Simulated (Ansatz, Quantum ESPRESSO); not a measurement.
# Be3Sn (Pm-3m): zone-centre phonons, part 2 of 3

Aim: the zone-centre modes of Be3Sn (Pm-3m).

Quantum ESPRESSO 7.5; DFT PBE, scalar-relativistic, plane waves, PseudoDojo norm-conserving pseudopotentials.

So far. Step 2 (A first look): No gap opens on this mesh, so smearing is kept; the start stands at 4.1 GPa. Step 4 (Self-consistent run for the response): The cell stands at -0.009 GPa, close enough for phonons. The relaxed cell has a = 3.736 Å (conventional setting).

The structure was built from a prototype and need not be the compound's stable phase.

### Step 5. Zone-centre response

At q = 0 one unit cell holds all displacements; symmetry groups them into irreducible representations that are solved one by one. With smeared occupations no response to a homogeneous field can be asked.

File ph.in:

```
phonons
 &inputph
    prefix='x',
    outdir='./tmp',
    fildyn='g.dyn',
    tr2_ph=1.0d-18,
    alpha_mix(1)=0.4,
    nmix_ph=8,
 /
0.000000000000 0.000000000000 0.000000000000
```

Launch:

```console
$ OMP_NUM_THREADS=1 mpirun -n 4 ph.x -nk 4 -in ph.in > ph.out
```

Output:

```text
[banners, grids, parts of the stress and lines that vanish by symmetry left out]
[banner, memory and clock lines left out]
Program PHONON v.7.5

     ./tmp/x.save/

     IMPORTANT: XC functional enforced from input :
     Exchange-correlation= PBE
                           (   1   4   3   4   0   0   0)
     Any further DFT definition will be discarded
     Please, verify this is what you really want

     G-vector sticks info

     Reading collected, re-writing distributed wavefunctions in ./tmp/

     Number and degeneracy of irreps per q-point
       N         xq(1)         xq(2)         xq(3)   N irreps
       1   0.000000000   0.000000000   0.000000000       4
        3   3   3   3

     Calculation of q =    0.0000000   0.0000000   0.0000000

     phonons

     bravais-lattice index     =            0
     lattice parameter (alat)  =       7.0606  a.u.
     unit-cell volume          =     351.9930 (a.u.)^3
     number of atoms/cell      =            4
     number of atomic types    =            2
     kinetic-energy cut-off    =      88.0000  Ry
     charge density cut-off    =     352.0000  Ry
     convergence threshold     =      1.0E-18
     beta                      =       0.4000
     number of iterations used =            8
     Exchange-correlation= PBE
                           (   1   4   3   4   0   0   0)

     celldm(1)=    7.06065  celldm(2)=    0.00000  celldm(3)=    0.00000
     celldm(4)=    0.00000  celldm(5)=    0.00000  celldm(6)=    0.00000

     crystal axes: (cart. coord. in units of alat)
               a(1) = (  1.0000  0.0000  0.0000 )
               a(2) = (  0.0000  1.0000  0.0000 )
               a(3) = (  0.0000  0.0000  1.0000 )

     reciprocal axes: (cart. coord. in units 2 pi/alat)
               b(1) = (  1.0000  0.0000  0.0000 )
               b(2) = (  0.0000  1.0000  0.0000 )
               b(3) = (  0.0000  0.0000  1.0000 )

     Atoms inside the unit cell:

     Cartesian axes

     site n.  atom      mass           positions (alat units)
        1  Sn    118.7100   tau(    1) = (    0.00000    0.00000    0.00000  )
        2  Be      9.0122   tau(    2) = (    0.00000    0.50000    0.50000  )
        3  Be      9.0122   tau(    3) = (    0.50000    0.00000    0.50000  )
        4  Be      9.0122   tau(    4) = (    0.50000    0.50000    0.00000  )

     Computing dynamical matrix for
                    q = (   0.0000000   0.0000000   0.0000000 )

     49 Sym.Ops. (with q -> -q+G )

     G cutoff =  444.5005  (  39127 G-vectors)     FFT grid: ( 45, 45, 45)

     number of k points=    35  Marzari-Vanderbilt smearing, width (Ry)=  0.0200
                       cart. coord. in units 2pi/alat
        k(    1) = (   0.0000000   0.0000000   0.0000000), wk =   0.0039062
        k(    2) = (   0.0000000   0.0000000   0.1250000), wk =   0.0234375
        k(    3) = (   0.0000000   0.0000000   0.2500000), wk =   0.0234375
        [... further k-points left out ...]

     PseudoPot. # 1 for Sn read from file:
     ./pseudo/Sn.upf
     Pseudo is Norm-conserving + core correction, Zval = 14.0
     Using radial grid of 1628 points,  6 beta functions with:
                l(1) =   0
                l(2) =   0
                l(3) =   1
                l(4) =   1
                l(5) =   2
                l(6) =   2

     PseudoPot. # 2 for Be read from file:
     ./pseudo/Be.upf
     Pseudo is Norm-conserving, Zval =  4.0
     Using radial grid of 1358 points,  4 beta functions with:
                l(1) =   0
                l(2) =   0
                l(3) =   1
                l(4) =   1

     Mode symmetry, O_h (m-3m)  point group:

     Atomic displacements:
     There are    4 irreducible representations

     Representation     1      3 modes -  To be done

     Representation     2      3 modes -  To be done

     Representation     3      3 modes -  To be done

     Representation     4      3 modes -  To be done

     Alpha used in Ewald sum =   2.8000

     Representation #   1 modes #   1   2   3

     Self-consistent Calculation
      iter #   1   av.it.:   7.1
      thresh= 1.000E-02 alpha_mix =  0.400 |ddv_scf|^2 =  3.404E-07
      iter #   2   av.it.:  13.7
      thresh= 5.834E-05 alpha_mix =  0.400 |ddv_scf|^2 =  1.697E-08
      iter #   3   av.it.:  14.0
      thresh= 1.303E-05 alpha_mix =  0.400 |ddv_scf|^2 =  2.760E-09
      iter #   4   av.it.:  14.5
      thresh= 5.254E-06 alpha_mix =  0.400 |ddv_scf|^2 =  1.869E-10
      iter #   5   av.it.:  14.4
      thresh= 1.367E-06 alpha_mix =  0.400 |ddv_scf|^2 =  4.655E-12
      iter #   6   av.it.:  13.9
      thresh= 2.158E-07 alpha_mix =  0.400 |ddv_scf|^2 =  3.053E-14
      iter #   7   av.it.:  13.8
      thresh= 1.747E-08 alpha_mix =  0.400 |ddv_scf|^2 =  4.630E-15
      iter #   8   av.it.:  14.8
      thresh= 6.804E-09 alpha_mix =  0.400 |ddv_scf|^2 =  3.311E-17
      iter #   9   av.it.:  14.5
      thresh= 5.754E-10 alpha_mix =  0.400 |ddv_scf|^2 =  5.896E-19

     End of self-consistent calculation

     Convergence has been achieved

     Representation #   2 modes #   4   5   6

     Self-consistent Calculation
      iter #   1   av.it.:   6.0
      thresh= 1.000E-02 alpha_mix =  0.400 |ddv_scf|^2 =  1.253E-07
      iter #   2   av.it.:  13.1
      thresh= 3.540E-05 alpha_mix =  0.400 |ddv_scf|^2 =  1.747E-08
      iter #   3   av.it.:  13.7
      thresh= 1.322E-05 alpha_mix =  0.400 |ddv_scf|^2 =  2.098E-09
      iter #   4   av.it.:  13.7
      thresh= 4.581E-06 alpha_mix =  0.400 |ddv_scf|^2 =  1.480E-10
      iter #   5   av.it.:  13.9
      thresh= 1.216E-06 alpha_mix =  0.400 |ddv_scf|^2 =  7.112E-12
[...]
End of self-consistent calculation

     Convergence has been achieved

     Representation #   3 modes #   7   8   9

     Self-consistent Calculation
[...]
End of self-consistent calculation

     Convergence has been achieved

     Representation #   4 modes #  10  11  12

     Self-consistent Calculation
[...]
iter #   2   av.it.:  13.1
      thresh= 2.951E-05 alpha_mix =  0.400 |ddv_scf|^2 =  1.882E-08
      iter #   3   av.it.:  14.2
      thresh= 1.372E-05 alpha_mix =  0.400 |ddv_scf|^2 =  6.881E-10
      iter #   4   av.it.:  14.0
      thresh= 2.623E-06 alpha_mix =  0.400 |ddv_scf|^2 =  1.634E-12
      iter #   5   av.it.:  13.8
      thresh= 1.278E-07 alpha_mix =  0.400 |ddv_scf|^2 =  4.239E-13
      iter #   6   av.it.:  14.6
      thresh= 6.511E-08 alpha_mix =  0.400 |ddv_scf|^2 =  6.435E-16
      iter #   7   av.it.:  14.7
      thresh= 2.537E-09 alpha_mix =  0.400 |ddv_scf|^2 =  2.035E-17
      iter #   8   av.it.:  14.3
      thresh= 4.511E-10 alpha_mix =  0.400 |ddv_scf|^2 =  6.393E-19

     End of self-consistent calculation

     Convergence has been achieved

     Number of q in the star =    1
     List of q in the star:
          1   0.000000000   0.000000000   0.000000000

     Diagonalizing the dynamical matrix

     q = (    0.000000000   0.000000000   0.000000000 )

 **************************************************************************
     freq (    1) =      -5.805359 [THz] =    -193.645928 [cm-1]
     freq (    2) =      -5.805359 [THz] =    -193.645928 [cm-1]
     freq (    3) =      -5.805359 [THz] =    -193.645928 [cm-1]
     freq (    4) =      -0.282864 [THz] =      -9.435322 [cm-1]
     freq (    5) =      -0.282864 [THz] =      -9.435322 [cm-1]
     freq (    6) =      -0.282864 [THz] =      -9.435322 [cm-1]
     freq (    7) =       8.610983 [THz] =     287.231465 [cm-1]
     freq (    8) =       8.610983 [THz] =     287.231465 [cm-1]
     freq (    9) =       8.610983 [THz] =     287.231465 [cm-1]
     freq (   10) =       9.534305 [THz] =     318.030192 [cm-1]
     freq (   11) =       9.534305 [THz] =     318.030192 [cm-1]
     freq (   12) =       9.534305 [THz] =     318.030192 [cm-1]
 **************************************************************************

     Mode symmetry, O_h (m-3m)  point group:

     freq (   1-   3) =       -193.6  [cm-1]   --> T_1u G_15  G_4- I
     freq (   4-   6) =         -9.4  [cm-1]   --> T_1u G_15  G_4- I
     freq (   7-   9) =        287.2  [cm-1]   --> T_2u G_25  G_5-
     freq (  10-  12) =        318.0  [cm-1]   --> T_1u G_15  G_4- I
```

It took 7.4 min on 4 MPI ranks of Arm Neoverse V1, shared host; 30 min of CPU time.

Numbers from this step:

```yaml
largest_acoustic_frequency_at_the_zone_centre_before_the_sum_rule: -9.44 cm⁻¹
highest_optical_zone_centre_mode_no_lo_to_term: 318.0 cm⁻¹
lowest_optical_zone_centre_mode: -193.7 cm⁻¹
```

The acoustic modes at Γ come out as far as 9.4 cm⁻¹ from zero, where they should vanish, a small numerical error. The lowest optical mode is imaginary, 194i cm⁻¹, an instability at this level and on this k mesh.

### Step 6. Zone-centre analysis

A rigid shift of the crystal must cost nothing, but grids and finite bases break this; the acoustic sum rule is imposed before the matrix is diagonalised again.

File dynmat.in:

```
 &input
    fildyn='g.dyn',
    asr='simple',
    fileig='dynmat.eig',
 /
```

Launch:

```console
$ dynmat.x -in dynmat.in > dynmat.out
```

Output:

```text
[banner, memory and clock lines left out]
Program DYNMAT v.7.5

     Reading Dynamical Matrix from file g.dyn
     ...Force constants read
     ...epsilon and Z* not read (not found on file)
     A direction for q was not specified:TO-LO splitting will be absent

     Polarizability (A^3 units)
     multiply by 1.000000 for Clausius-Mossotti correction
         0.000000    0.000000    0.000000
         0.000000    0.000000    0.000000
         0.000000    0.000000    0.000000

     IR activities are in (D/A)^2/amu units

# mode   [cm-1]    [THz]      IR
    1   -194.13   -5.8199    0.0000
    2   -194.13   -5.8199    0.0000
    3   -194.13   -5.8199    0.0000
    4     -0.00   -0.0000    0.0000
    5     -0.00   -0.0000    0.0000
    6      0.00    0.0000    0.0000
    7    288.71    8.6553    0.0000
    8    288.71    8.6553    0.0000
    9    288.71    8.6553    0.0000
   10    319.13    9.5671    0.0000
   11    319.13    9.5671    0.0000
   12    319.13    9.5671    0.0000

[end of the log left out, with the tail of the file of modes that dynmat.x writes under the same name]
```

The job ended after 0.45 s (1 thread).

Numbers from this step:

- highest optical zone-centre mode (no LO-TO term): 319.1 cm⁻¹
- lowest optical zone-centre mode: -194.1 cm⁻¹

Unit eigenvectors of the mass-weighted matrix after the sum rule; no LO-TO term. Modes at Γ, with each element's share of the kinetic energy (negative means imaginary):

```
mode  frequency (cm⁻¹)  Sn %  Be %
   1            -194.1     3    97
   2            -194.1     3    97
   3            -194.1     3    97
   4               0.0    81    19
   5               0.0    81    19
   6               0.0    81    19
   7             288.7     0   100
   8             288.7     0   100
   9             288.7     0   100
  10             319.1    15    85
  11             319.1    15    85
  12             319.1    15    85
```

Displacements in mode 2 (-194.1 cm⁻¹), the largest set to 1:
```
Sn1  0.00  0.00 -0.05
Be2  0.00  0.00 -0.16
Be3  0.00  0.00 -0.16
Be4  0.00  0.00  1.00
```

Displacements in mode 9 (288.7 cm⁻¹), the largest set to 1:
```
Sn1  0.00  0.00  0.00
Be2  0.00  0.75  1.00
Be3  0.31  0.00 -1.00
Be4 -0.31 -0.75  0.00
```

The rule also moves an optical mode by 1.5 cm⁻¹.

### Step 7. Sum rules set otherwise: a sum rule for molecules or wires on a crystal

This rule also removes rotations, which suits wires and not a crystal; it is tried to see the harm.

File dynmat.in:

```
 &input
    fildyn='g.dyn',
    asr='one-dim',
    fileig='dynmat.eig',
 /
```

Launch:

```console
$ dynmat.x -in dynmat.in > dynmat.out
```

Output:

```text
[banner, memory and clock lines left out]
Program DYNMAT v.7.5

     Reading Dynamical Matrix from file g.dyn
     ...Force constants read
     ...epsilon and Z* not read (not found on file)
asr rotation axis in 1D system=    3
     Acoustic Sum Rule: || Z*(ASR) - Z*(orig)|| =    0.000000E+00
     Acoustic Sum Rule: ||dyn(ASR) - dyn(orig)||=    1.206094E-01
     A direction for q was not specified:TO-LO splitting will be absent

     Polarizability (A^3 units)
     multiply by 1.000000 for Clausius-Mossotti correction
         0.000000    0.000000    0.000000
         0.000000    0.000000    0.000000
         0.000000    0.000000    0.000000

     IR activities are in (D/A)^2/amu units

# mode   [cm-1]    [THz]      IR
    1   -194.12   -5.8194    0.0000
    2   -194.12   -5.8194    0.0000
    3     -0.00   -0.0000    0.0000
    4     -0.00   -0.0000    0.0000
    5      0.00    0.0000    0.0000
    6      0.00    0.0000    0.0000
    7     46.59    1.3967    0.0000
    8    287.23    8.6110    0.0000
    9    287.23    8.6110    0.0000
   10    318.88    9.5598    0.0000
   11    318.88    9.5598    0.0000
   12    365.41   10.9546    0.0000

[end of the log left out, with the tail of the file of modes that dynmat.x writes under the same name]
```

Wall time 0.45 s (1 thread).

The run ended normally, but on settings that are not sound.

The fault: a sum rule for molecules or wires on a crystal; 1 optical mode is projected out to zero frequency, as if it were a rotation.

For a crystal the rule has to be 'simple' or 'crystal'.

Zone-centre frequencies as printed; negative means imaginary. Modes:

```
mode  frequency (cm⁻¹)
   1            -194.1
   2            -194.1
   3                 0
   4                 0
   5                 0
   6                 0
   7             46.59
   8             287.2
   9             287.2
  10             318.9
  11             318.9
  12             365.4
```

### Step 8. Sum rules set otherwise (asr crystal)

The rule can be imposed in more than one way; the choices should agree where the raw error is small.

File dynmat.in:

```
 &input
    fildyn='g.dyn',
    asr='crystal',
    fileig='dynmat.eig',
 /
```

Launch:

```console
$ dynmat.x -in dynmat.in > dynmat.out
```

Output:

```text
[banner, memory and clock lines left out]
Program DYNMAT v.7.5

     Reading Dynamical Matrix from file g.dyn
     ...Force constants read
     ...epsilon and Z* not read (not found on file)
     Acoustic Sum Rule: || Z*(ASR) - Z*(orig)|| =    0.000000E+00
     Acoustic Sum Rule: ||dyn(ASR) - dyn(orig)||=    9.353251E-04
     A direction for q was not specified:TO-LO splitting will be absent

     Polarizability (A^3 units)
     multiply by 1.000000 for Clausius-Mossotti correction
         0.000000    0.000000    0.000000
         0.000000    0.000000    0.000000
         0.000000    0.000000    0.000000

     IR activities are in (D/A)^2/amu units

# mode   [cm-1]    [THz]      IR
    1   -194.12   -5.8194    0.0000
    2   -194.12   -5.8194    0.0000
    3   -194.12   -5.8194    0.0000
    4     -0.00   -0.0000    0.0000
    5      0.00    0.0000    0.0000
    6      0.00    0.0000    0.0000
    7    287.23    8.6110    0.0000
    8    287.23    8.6110    0.0000
    9    287.23    8.6110    0.0000
   10    318.88    9.5598    0.0000
   11    318.88    9.5598    0.0000
   12    318.88    9.5598    0.0000

[end of the log left out, with the tail of the file of modes that dynmat.x writes under the same name]
```

Wall time 0.45 s (1 thread).

Numbers from this step:

```yaml
highest_optical_zone_centre_mode_no_lo_to_term: 318.9 cm⁻¹
```

Zone-centre frequencies as printed; negative means imaginary. Modes:

```
mode  frequency (cm⁻¹)
   1            -194.1
   2            -194.1
   3            -194.1
   4                 0
   5                 0
   6                 0
   7             287.2
   8             287.2
   9             287.2
  10             318.9
  11             318.9
  12             318.9
```

Against the first rule no mode moves by more than 1.5 cm⁻¹.

[end of part 2 of 3]

[Host names and launcher messages were left out of these logs when they were recorded.]

[Logs are printed without paths, hosts, clocks, repeated set-up lines and the standing remarks that a program may print on its own settings, such as how far it seeks lower states.]

[Hosts, paths, dates, database ids (printed as entryN), source tags and the programs' standing remarks are cut or masked in the printed files.]
